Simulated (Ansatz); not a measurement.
# What CaSiS3 (model cell, started as cubic perovskite with Si in the octahedra) distorts into

Wanted: the energy along a soft mode of CaSiS3 (model cell, started as cubic perovskite with Si in the octahedra) and the structure at the end.

Method: DFT LDA, scalar-relativistic, plane waves, PAW; PAW set soft_1, in Ansatz 0.2.0.

The structure was built from a prototype and need not be the compound's stable phase.

## Step 1: The structure

The structure is cubic, space group Pm-3m (No. 221). The conventional cell has a = 4.521 Å, b = 4.521 Å, c = 4.521 Å, α = 90.00°, β = 90.00°, γ = 90.00°. Nearest to Ca lie 12 S at 3.20 Å. Nearest to Si lie 6 S at 2.26 Å. Nearest to S lie 2 Si at 2.26 Å and 4 Ca at 3.20 Å. Farther neighbours and most contacts between anions are not listed.

## Step 2: Phonons on a q mesh

The cell comes from relaxations at this level that are not shown. Stability and thermal properties need the whole zone. Linear response on a 4×4×4 q mesh gives force constants as far as a supercell of that size would.

Input file input.yaml:

```yaml
crystal:
  lattice:
    - [4.5206973037, 0.0, 0.0]
    - [0.0, 4.5206973037, 0.0]
    - [0.0, 0.0, 4.5206973037]
  atoms:
    - { symbol: Ca, position: [0.0, 0.0, 0.0] }
    - { symbol: Si, position: [0.5, 0.5, 0.5] }
    - { symbol: S, position: [0.5, 0.5, 0.0] }
    - { symbol: S, position: [0.5, 0.0, 0.5] }
    - { symbol: S, position: [0.0, 0.5, 0.5] }
kpoints:
  mp_grid: { grid: [8, 8, 8] }
hamiltonian:
  xc: lda
  pseudopotentials: { kind: paw, azcp: { folder: soft_1 }, xc_functional: pbe }
scf:
  occupations: { method: methfessel_paxton, width: 0.2 }
output:
  eigenvalues: true
phonons:
  method: dfpt
  qmesh: [4, 4, 4]
  temperatures: { t_max: 1000, t_step: 50 }
  qpath:
    path:
      - [[0.0, 0.0, 0.0], [0.0, 0.5, 0.0], [0.5, 0.5, 0.0], [0.0, 0.0, 0.0], [0.5, 0.5, 0.5], [0.0, 0.5, 0.0]]
      - [[0.5, 0.5, 0.5], [0.5, 0.5, 0.0]]
    npoints: 10
```

Run with:

```
$ ansatz run input.yaml --threads 4 --pin off --max-ram 16384MiB --backend cpu --events-out ev --progress --plain --runs-dir out
```

Numbers of over 12 decimals in the logs are rounded to 6 here.

The log of the run:

```text
Engine: ansatz 0.2.0, aarch64-unknown-linux-gnu
Pseudopotentials: kind: paw
Pseudopotential: Ca, paw, valence charge 10, recommended cutoff 420 eV (normal), soft_1/Ca.paw.azcp
Pseudopotential: Si, paw, valence charge 4, recommended cutoff 420 eV (normal), soft_1/Si.paw.azcp
Pseudopotential: S, paw, valence charge 6, recommended cutoff 420 eV (normal), soft_1/S.paw.azcp
Functional definition: SPW92
  exchange = slater_x
  correlation = pw_c
Crystal: 5 atoms, lattice volume = 92.388 Å³
Basis set: ecut = 420 eV, 1839 PW (Γ), exchange–correlation on 64×64×64 points (8 copies of the dense FFT grid, shifted against one another)
Bands: 21, of which v1, the nominal top of the filled ones, is band 16 counted from 1 (15 counted from 0)
Symmetry: 48 space group operations
k-points: 35 of 512
Non-local potential: Ca, projectors of the file, l = 0: 3, l = 1: 2, l = 2: 2
Non-local potential: Si, projectors of the file, l = 0: 2, l = 1: 2, l = 2: 1
Non-local potential: S, projectors of the file, l = 0: 2, l = 1: 2, l = 2: 1
PAW form: soft (Blöchl's): semilocal exchange-correlation on the pseudo side does not see the compensation charge
PAW frozen core: Ca, regenerated for the run's functional, and the local potential with it (the file was generated under x = pbe(κ = 0.804, μ = 0.219515), c = pbe(β = 0.066725))
PAW frozen core: Si, regenerated for the run's functional, and the local potential with it (the file was generated under x = pbe(κ = 0.804, μ = 0.219515), c = pbe(β = 0.066725))
PAW frozen core: S, regenerated for the run's functional, and the local potential with it (the file was generated under x = pbe(κ = 0.804, μ = 0.219515), c = pbe(β = 0.066725))
PAW one-centre angular grid: Ca, 110 points (default); XC on 64 Gauss nodes
PAW one-centre angular grid: Si, 110 points (default); XC on 64 Gauss nodes
PAW one-centre angular grid: S, 110 points (default); XC on 64 Gauss nodes
Initial density: superposition of atomic densities (chi_scale 0.1, normalization cell, long waves kept (reshape's long-wave potential 0.00 eV rms))
Initial wavefunctions: pseudopotential atomic-orbital guess
Functional: x = slater, c = lda
SCF iter   1: F=—  HF=-4995.317620 eV  |F-HF|=—  |Δ(HF+E_count)|=         —  Δρ=4.08e-2  dr2=3.31e0  ethr=3.10e-3  ⟨swp⟩=8.1  Hψ=4732  notcnv=0
preconditioner: auto → Kerker (q_TF=auto, 2.286 Å⁻¹)  [metal: Δε(μ)=0.029 eV  Ē_g=7.711 eV  σ=0.200 eV  W_gap=0.12  n_scr=18 (ndim 8)  ℏωp=18.9 eV  f_vac=0.000  D(μ)=2.21/eV (n_scr^D=18)]
SCF iter   2: F=—  HF=-4994.516325 eV  |F-HF|=—  |Δ(HF+E_count)|=   8.01e-1  S|Δr|=    0.00e0  Δρ=1.94e-2  dr2=8.08e-1  ethr=3.10e-3  ⟨swp⟩=3.2  Hψ=1828  notcnv=0  defer=19
SCF iter   3: F=—  HF=-4994.253445 eV  |F-HF|=—  |Δ(HF+E_count)|=   2.63e-1  S|Δr|=    0.00e0  Δρ=5.93e-3  dr2=9.11e-2  ethr=2.52e-3  ⟨swp⟩=3.5  Hψ=1694  notcnv=0  defer=19
SCF iter   4: F=—  HF=-4994.222583 eV  |F-HF|=—  |Δ(HF+E_count)|=   3.09e-2  S|Δr|=    0.00e0  Δρ=1.62e-3  dr2=3.98e-3  ethr=2.85e-4  ⟨swp⟩=2.7  Hψ=1498  notcnv=0  defer=19
SCF iter   5: F=—  HF=-4994.221596 eV  |F-HF|=—  |Δ(HF+E_count)|=   9.87e-4  S|Δr|=    0.00e0  Δρ=3.74e-4  dr2=2.15e-4  ethr=1.24e-5  ⟨swp⟩=2.3  Hψ=1149  notcnv=0  defer=19
SCF iter   6: F=—  HF=-4994.221557 eV  |F-HF|=—  |Δ(HF+E_count)|=   3.88e-5  S|Δr|=    0.00e0  Δρ=1.02e-4  dr2=1.62e-5  ethr=6.72e-7  ⟨swp⟩=2.1  Hψ=1243  notcnv=0  defer=19
SCF iter   7: F=—  HF=-4994.221554 eV  |F-HF|=—  |Δ(HF+E_count)|=   2.75e-6  S|Δr|=    0.00e0  Δρ=2.06e-5  dr2=8.49e-7  ethr=5.06e-8  ⟨swp⟩=2.0  Hψ=1037  notcnv=0  defer=19
SCF iter   8: F=—  HF=-4994.221552 eV  |F-HF|=—  |Δ(HF+E_count)|=   2.02e-6  S|Δr|=    0.00e0  Δρ=3.30e-6  dr2=1.22e-8  ethr=2.65e-9  ⟨swp⟩=2.0  Hψ=1280  notcnv=0  defer=19
SCF iter   9: F=—  HF=-4994.221552 eV  |F-HF|=—  |Δ(HF+E_count)|=   1.18e-9  S|Δr|=    0.00e0  Δρ=7.65e-7  dr2=5.71e-10  ethr=3.80e-11  ⟨swp⟩=2.3  Hψ=1105  notcnv=0  defer=19
SCF iter  10: F=-4994.221552 eV  HF=-4994.221552 eV  |F-HF|=4.55e-12  |Δ(HF+E_count)|=  8.19e-11  S|Δr|=    0.00e0  Δρ=8.28e-8  dr2=5.59e-12  ethr=1.00e-12  ⟨swp⟩=11.7  Hψ=5651  notcnv=0
SCF 1 converged in 10 iterations: F = -4994.221552 eV  dr2 = 5.59e-12
  greatest PAW one-centre occupation: 0.995 electrons in one spin orbital (limit 2), on the Ca atom at site 0 (counted from 0), in its partial waves of l = 0
Initial density: read from a saved state, or passed on in memory by an earlier SCF of this step, an earlier step, the calling program or the single point that the run made first
iter 1 solved again at ethr=6.50e-7 eV; its pass at ethr=3.10e-3 eV (dr2=2.08e-4 eV) is discarded
SCF iter   1: F=—  HF=-4994.221556 eV  |F-HF|=—  |Δ(HF+E_count)|=         —  Δρ=1.45e-6  dr2=1.22e-9  ethr=6.50e-7  ⟨swp⟩=4.0  Hψ=6870  notcnv=0
eigensolver tolerance schedule: the retry pair's looser diagonalisation over-reported the residual by 169683.69 of it (diagonalisation noise at an unbounded share of the residual, at the tolerance the schedule requests for it); recorded, not acted on — ethr = c·dr2/N_el stays at c = 1.0e-1
preconditioner: auto → Kerker (q_TF=auto, 2.286 Å⁻¹)  [metal: Δε(μ)=0.017 eV  Ē_g=9.055 eV  σ=0.200 eV  W_gap=0.07  n_scr=18 (ndim 8)  ℏωp=18.9 eV  f_vac=0.000  D(μ)=2.45/eV (n_scr^D=18)]
SCF iter   2: F=—  HF=-4994.221552 eV  |F-HF|=—  |Δ(HF+E_count)|=   3.29e-6  S|Δr|=    0.00e0  Δρ=7.63e-7  dr2=3.83e-10  ethr=3.83e-12  ⟨swp⟩=5.1  Hψ=2474  notcnv=0
SCF iter   3: F=—  HF=-4994.221552 eV  |F-HF|=—  |Δ(HF+E_count)|=  7.82e-11  S|Δr|=    0.00e0  Δρ=4.90e-7  dr2=1.49e-10  ethr=1.20e-12  ⟨swp⟩=1.2  Hψ=750  notcnv=0
SCF iter   4: F=—  HF=-4994.221552 eV  |F-HF|=—  |Δ(HF+E_count)|=  4.09e-11  S|Δr|=    0.00e0  Δρ=2.25e-7  dr2=3.04e-11  ethr=1.00e-12  ⟨swp⟩=1.0  Hψ=735  notcnv=0
SCF iter   5: F=-4994.221552 eV  HF=-4994.221552 eV  |F-HF|=4.55e-12  |Δ(HF+E_count)|=  7.28e-12  S|Δr|=    0.00e0  Δρ=1.06e-7  dr2=6.40e-12  ethr=1.00e-12  ⟨swp⟩=4.9  Hψ=2412  notcnv=0
SCF 2 converged in 5 iterations: F = -4994.221552 eV  dr2 = 6.40e-12
phonons: the bands overlap, so this run is a metal and interpolates without the dipole-dipole term. If the crystal is really an insulator or semiconductor, its LO-TO splitting is missing
NSCF: frozen V_eff on 35 k-points
NSCF: frozen V_eff on 125 k-points
DFPT response loops at q = (0, 0, 0) (fractional): preconditioner auto → Kerker (q_TF=auto, 2.286 Å⁻¹) (partly filled bands, converged f_vac=0.000); β = 1.00, the filter's whole step (`scf.mixing.beta` (0.50) is not read by the response loops under this deck's `scf.mixing.preconditioner`; to damp them name `kerker` or `kerker_dos`, under which they read `scf.mixing.beta`, and type it under 1.00, their step now; both keys bind the ground state too); Broyden in place of MSR1
NSCF: frozen V_eff on 400 k-points
DFPT response loops at q = (0, 0, 0.25) (fractional): mixed as the last ones told, above
NSCF: frozen V_eff on 250 k-points
DFPT response loops at q = (0, 0, -0.5) (fractional): mixed as the last ones told, above
NSCF: frozen V_eff on 640 k-points
DFPT response loops at q = (0, 0.25, 0.25) (fractional): mixed as the last ones told, above
NSCF: frozen V_eff on 400 k-points
DFPT response loops at q = (0, 0.25, -0.5) (fractional): mixed as the last ones told, above
NSCF: frozen V_eff on 250 k-points
DFPT response loops at q = (0, -0.5, -0.5) (fractional): mixed as the last ones told, above
NSCF: frozen V_eff on 1024 k-points
DFPT response loops at q = (0.25, 0.25, 0.25) (fractional): mixed as the last ones told, above
NSCF: frozen V_eff on 640 k-points
DFPT response loops at q = (0.25, 0.25, -0.5) (fractional): mixed as the last ones told, above
NSCF: frozen V_eff on 400 k-points
DFPT response loops at q = (0.25, -0.5, -0.5) (fractional): mixed as the last ones told, above
NSCF: frozen V_eff on 250 k-points
DFPT response loops at q = (-0.5, -0.5, -0.5) (fractional): mixed as the last ones told, above
SCF converged after 10 iterations
Stability not checked: this state was not tested for a lower state beside it, because cold or Methfessel-Paxton smearing, or corrected tetrahedra, fill the levels in a way that the test cannot read (fill_not_monotonic; see scf.lower_state_search)
Free energy (F): -4994.221552 eV
Harris-Foulkes:  -4994.221552 eV  (|F-HF|=4.55e-12)
Internal energy: -4994.212786 eV  (E = F + TS)
E sigma→0 (E₀):  -4994.219361 eV
Entropy (-TS):   -0.008766 eV (-1.753 meV/atom)
Fermi energy:    7.983078 eV
--- Per-component energies (eV) ---
  E_band       = -98.706480
  E_kinetic    = 620.248897
  E_local      = -980.339039  (includes V_loc(G=0)·N_el)
  E_nonlocal   = 222.070769
  E_hartree    = 302.536469
  E_xc         = -450.648542
  E_vxc        = -459.818511  (∫ρ·V_xc dr)
  E_paw        = -3038.144431  (= ΣΔE_a)
  E_vpaw       = -105.941617  (= ΣTr[D̂ρ^β])
  E_aug_tail   = 0.000031  (compensation charges beyond the density's cutoff)
  E_ewald      = -1670.764030
  E_core_change = 0.827090  (= ΣΔE_core)
  E_smearing   = -0.008766  (= −TS)
  E_closure    = 0.000000  (closes the sum)
  Σ components = -4994.221552   (vs F -4994.221552, Δ=0.00e0)
--- Band table (eV; the first three rows and the last of 35) ---
  k-point 0: bands = [... 12 lower, 6.6783, 6.6783, 7.0479, 7.0479, 7.0479, 10.4999, 10.4999, 10.6296, ... 1 higher]
  k-point 1: bands = [... 12 lower, 6.4747, 6.4747, 6.8306, 6.9429, 6.9429, 10.6390, 10.7066, 10.8455, ... 1 higher]
  k-point 2: bands = [... 12 lower, 5.9770, 6.0324, 6.8090, 6.8090, 6.8581, 10.9259, 10.9818, 11.6029, ... 1 higher]
  k-point 34: bands = [... 12 lower, 6.0445, 8.4758, 8.4758, 8.4758, 10.2653, 10.3830, 10.3830, 10.3830, ... 1 higher]
--- Phonons (Γ-DFPT): 4 representative perturbations + reference (Σ response iterations 12) ---
  ASR residual: 7.962e-5 → 0.000e0 eV/Å²; symmetrization residual: 6.519e-6 eV/Å²
  ASR residual per site (eV/Å²): 7.96e-5 8.15e-6 2.39e-5 2.39e-5 2.39e-5
  Γ frequencies (cm⁻¹): -131.24 -131.24 -131.24 -77.30 -77.30 -77.30 0.00 0.00 0.00 40.32 40.32 40.32 361.69 361.69 361.69
--- Phonons (arbitrary-q DFPT): 10 irreducible q on the 4×4×4 mesh ---
  q = [0.0000, 0.0000, 0.0000] (star 1, of the zone-centre solve; hermiticity 1.18e-6, symmetrization 3.00e-14): -131.24 -131.24 -131.24 -77.30 -77.30 -77.30 -0.00 -0.00 0.00 40.32 40.32 40.32 361.69 361.69 361.69
  q = [0.0000, 0.0000, 0.2500] (star 6, 9 solved perturbations in 1560 linear systems a pass and spin channel, the states on 200 of 512 k-point pairs; hermiticity 1.28e-6, symmetrization 1.74e-13): -125.54 -118.32 -118.32 -98.69 -78.64 -78.64 36.34 36.34 44.41 70.46 70.46 188.36 337.39 356.91 356.91
  q = [0.0000, 0.0000, -0.5000] (star 3, 9 solved perturbations in 975 linear systems a pass and spin channel, the states on 125 of 512 k-point pairs; hermiticity 8.36e-7, symmetrization 3.67e-9): -124.75 -103.88 -95.71 -95.71 -95.01 -95.01 36.91 36.91 60.28 85.91 85.91 306.62 326.58 354.24 354.24
  q = [0.0000, 0.2500, 0.2500] (star 12, 9 solved perturbations in 2460 linear systems a pass and spin channel, the states on 320 of 512 k-point pairs; hermiticity 1.12e-6, symmetrization 1.44e-14): -160.01 -125.70 -106.38 -96.02 -75.03 18.71 36.62 38.44 65.43 96.44 201.92 213.19 317.23 352.06 368.79
  q = [0.0000, 0.2500, -0.5000] (star 12, 15 solved perturbations on 200 of 512 k-point pairs; hermiticity 1.06e-6, symmetrization 1.36e-8): -169.41 -134.44 -115.40 -86.93 -81.46 38.98 60.19 61.74 108.80 112.80 225.46 295.38 321.57 349.80 370.39
  q = [0.0000, -0.5000, -0.5000] (star 3, 9 solved perturbations in 975 linear systems a pass and spin channel, the states on 125 of 512 k-point pairs; hermiticity 1.17e-6, symmetrization 2.42e-9): -167.01 -142.96 -142.96 -70.27 -70.27 40.89 78.54 78.54 119.01 147.60 278.46 337.18 337.18 347.58 364.84
  q = [0.2500, 0.2500, 0.2500] (star 8, 4 solved perturbations in 1376 linear systems a pass and spin channel, the states on 512 of 512 k-point pairs; hermiticity 7.74e-7, symmetrization 7.50e-14): -156.85 -156.85 -155.69 -70.99 -70.99 24.79 79.08 79.74 79.74 215.81 215.81 235.78 315.34 315.34 398.59
  q = [0.2500, 0.2500, -0.5000] (star 12, 9 solved perturbations in 2460 linear systems a pass and spin channel, the states on 320 of 512 k-point pairs; hermiticity 9.04e-7, symmetrization 3.89e-9): -172.04 -169.59 -154.32 -67.54 -58.12 6.87 90.74 107.72 119.36 230.64 246.01 284.95 309.75 335.09 403.24
  q = [0.2500, -0.5000, -0.5000] (star 6, 9 solved perturbations in 1560 linear systems a pass and spin channel, the states on 200 of 512 k-point pairs; hermiticity 9.47e-7, symmetrization 5.18e-10): -172.97 -172.97 -172.92 -57.79 -57.79 -23.40 115.53 115.53 141.46 252.97 273.03 289.75 349.80 349.80 407.37
  q = [-0.5000, -0.5000, -0.5000] (star 1, 4 solved perturbations in 350 linear systems a pass and spin channel, the states on 125 of 512 k-point pairs; hermiticity 5.87e-7, symmetrization 8.04e-10): -181.94 -181.94 -181.94 -52.45 -52.45 -52.45 136.94 136.94 136.94 270.19 270.19 363.66 363.66 363.66 413.34
  sum rule: each row above includes the acoustic sum rule's correction from the zone centre's row sums; it moved no ω² by more than (0.74 cm⁻¹)²
  mesh force constants: q→R imaginary residual 6.41e-19; ASR residual 7.962e-5 → 0.000e0 eV/Å²; symmetrization residual 1.599e-14 eV/Å²
  interpolated dispersion: 62 rows × 15 modes
  density of states and harmonic sums: on the 16×16×16 q-mesh, interpolated from the force constants of a 4×4×4 supercell (no non-analytic term)
  largest difference from the sums on the solved wave vectors: F 4.87e-2 eV, S 5.51e-5 and C_V 9.03e-6 eV/K
  zero-point energy: 0.119301 eV/cell   skipped modes (ω ≤ 0): 903, of them read as no rigid motion or as one in doubt: 900 (5.386e0 modes/cell left out, lowest -181.94 cm⁻¹)   left out of the sums: 3.59e-1 of the cell's modes: C_V's classical limit lies that fraction below 3 k_B per atom; for a crystal, a wire or a layer, F and S can be off by more, and a phonons.interpolated_qmesh denser along its periods is the remedy for the sampling
```

Elapsed: 11 min, on 4 threads of Arm Neoverse V1, shared host; peak memory 2.2 GiB; 42 min of CPU time.

Reading the cycles: dr2 is the Hartree energy of the density residual (eV), the measure of convergence; HF is the Harris–Foulkes estimate of the energy, which meets the free energy F at convergence.

This step gave:

- volume per atom: 18.48 Å³
- gap on the k-mesh: 0 eV
- sum-rule residual before enforcement: 7.96e-5 eV/Å²
- lowest frequency on the path: -181.9 cm⁻¹
- point group: m-3m
- highest frequency on the path or at a solved wavevector: 416.4 cm⁻¹
- highest optical mode at the zone centre (no LO-TO term): 361.7 cm⁻¹
- lowest optical zone-centre mode: -131.2 cm⁻¹
- lowest mode on the q mesh (acoustic modes at Γ apart): -181.9 cm⁻¹

Frequencies (cm⁻¹) solved at each irreducible wavevector; negative means imaginary. Frequencies by wavevector, by row:

```tsv
q in reciprocal lattice units	star	mode 1	mode 2	mode 3	mode 4	mode 13	mode 14	mode 15
0 0 0	1	-131.2	-131.2	-131.2	-77.3	361.7	361.7	361.7
0 0 0.25	6	-125.5	-118.3	-118.3	-98.7	337.4	356.9	356.9
0 0 -0.5	3	-124.8	-103.9	-95.7	-95.7	326.6	354.2	354.2
0 0.25 0.25	12	-160	-125.7	-106.4	-96	317.2	352.1	368.8
0 0.25 -0.5	12	-169.4	-134.4	-115.4	-86.9	321.6	349.8	370.4
0 -0.5 -0.5	3	-167	-143	-143	-70.3	337.2	347.6	364.8
0.25 0.25 0.25	8	-156.8	-156.8	-155.7	-71	315.3	315.3	398.6
0.25 0.25 -0.5	12	-172	-169.6	-154.3	-67.5	309.8	335.1	403.2
0.25 -0.5 -0.5	6	-173	-173	-172.9	-57.8	349.8	349.8	407.4
-0.5 -0.5 -0.5	1	-181.9	-181.9	-181.9	-52.5	363.7	363.7	413.3
```

Interpolated from a 4×4×4 q mesh. The phonon branches at the labelled points (cm⁻¹):

```tsv
point	branch 1	branch 2	branch 3	branch 4	branch 12	branch 13	branch 14	branch 15
Γ	-131	-131	-131	-77	40	362	362	362
halfway	-126	-118	-118	-99	188	337	357	357
X	-125	-104	-96	-96	307	327	354	354
halfway	-169	-134	-115	-87	295	322	350	370
M	-167	-143	-143	-70	337	337	348	365
halfway	-160	-126	-106	-96	213	317	352	369
Γ	-131	-131	-131	-77	40	362	362	362
halfway	-157	-157	-156	-71	236	315	315	399
R	-182	-182	-182	-52	364	364	364	413
halfway	-172	-170	-154	-68	285	310	335	403
X	-125	-104	-96	-96	307	327	354	354
jump to R	-182	-182	-182	-52	364	364	364	413
halfway	-173	-173	-173	-58	290	350	350	407
M	-167	-143	-143	-70	337	337	348	365
```

Symmetry leaves 10 wavevectors to solve. The lowest mode among them, the acoustic zeros apart, lies at q = (-0.5, -0.5, -0.5) and is imaginary, 181.9i cm⁻¹, so the energy falls along it.

## Step 3: The mode frozen in, largest atomic shift 0 Å

The mode followed lies at q = (-0.5, -0.5, -0.5) with frequency 181.9i cm⁻¹ and is 3-fold degenerate, the softest among the wavevectors solved. At small amplitude the distorted cell has space group no. 167 by a symmetry search on the positions. The undistorted cell that holds it gives the zero of energy on the same k mesh.

System of this step: CaSiS3 (model cell, started as cubic perovskite with Si in the octahedra). The structure is cubic, space group Pm-3m (No. 221). The conventional cell has a = 4.521 Å, b = 4.521 Å, c = 4.521 Å, α = 90.00°, β = 90.00°, γ = 90.00°. Ca has 12 S at 3.20 Å nearest. Nearest to Si lie 6 S at 2.26 Å. Nearest to S lie 2 Si at 2.26 Å and 4 Ca at 3.20 Å. Farther neighbours and most contacts between anions are not listed.

input.yaml, the sections that differ from step 2:

```yaml
crystal:
  lattice:
    - [4.5206973037, 4.5206973037, 0.0]
    - [4.5206973037, 0.0, 4.5206973037]
    - [4.5206973037, 0.0, -4.5206973037]
  atoms:
    - { symbol: Ca, position: [0.0, 0.0, 0.0] }
    - { symbol: Ca, position: [0.0, 0.5, 0.5] }
    - { symbol: Si, position: [0.5, 0.25, 0.75] }
    - { symbol: Si, position: [0.5, 0.75, 0.25] }
    - { symbol: S, position: [0.5, 0.0, 1.0] }
    - { symbol: S, position: [0.5, 0.5, 0.5] }
    - { symbol: S, position: [0.0, 0.5, 0.0] }
    - { symbol: S, position: [0.0, 0.0, 0.5] }
    - { symbol: S, position: [0.5, 0.5, 0.0] }
    - { symbol: S, position: [0.5, 0.0, 0.5] }
output:
  forces: true
  stress: true
  eigenvalues: true
# kpoints, hamiltonian, scf: as in step 2
# phonons: removed
```

The log of the run:

```text
[...]
Crystal: 10 atoms, lattice volume = 184.776 Å³
Basis set: ecut = 420 eV, 3695 PW (Γ)
Bands: 42, of which v1, the nominal top of the filled ones, is band 32 counted from 1 (31 counted from 0)
Symmetry: 96 space group operations
[...]
k-points: 29 of 512
[...]
k-point 0: bands = [... 28 lower, 7.0419, 7.0419, 8.4619, 8.4619, 8.4619, 10.2582, 10.4042, 10.4042, ... 6 higher]
  k-point 1: bands = [... 28 lower, 7.0246, 7.0246, 8.2322, 8.2322, 8.3675, 10.1486, 10.4547, 10.5987, ... 6 higher]
  k-point 2: bands = [... 28 lower, 7.0505, 7.0505, 7.8492, 7.8492, 8.1163, 9.4789, 10.7896, 10.7896, ... 6 higher]
  k-point 28: bands = [... 28 lower, 6.3469, 6.3469, 7.2785, 7.2785, 9.4857, 9.4857, 10.7165, 10.7165, ... 6 higher]
[key lines of the parts left out:]
SCF converged after 8 iterations
Free energy (F): -9988.446138 eV
Fermi energy:    7.894004 eV
P = ⅓ Tr σ = 0.0314 GPa (0.314 kbar)
```

It took 4.2 s on 4 threads; peak memory 0.56 GiB; 16 s of CPU time.

This step gave:

| Quantity | Value |
| --- | --- |
| pressure | 0.03141 GPa |
| energy from the undistorted cell | 0 meV/atom |

The run ends at a pressure of 0.03 GPa.

(Continued in part 2 of 3.)

[Logs are printed without paths, hosts, clocks, repeated set-up lines and the standing remarks that a program may print on its own settings, such as how far it seeks lower states.]

[Hosts, paths, dates, database ids (printed as entryN), source tags and the programs' standing remarks are cut or masked in the printed files.]
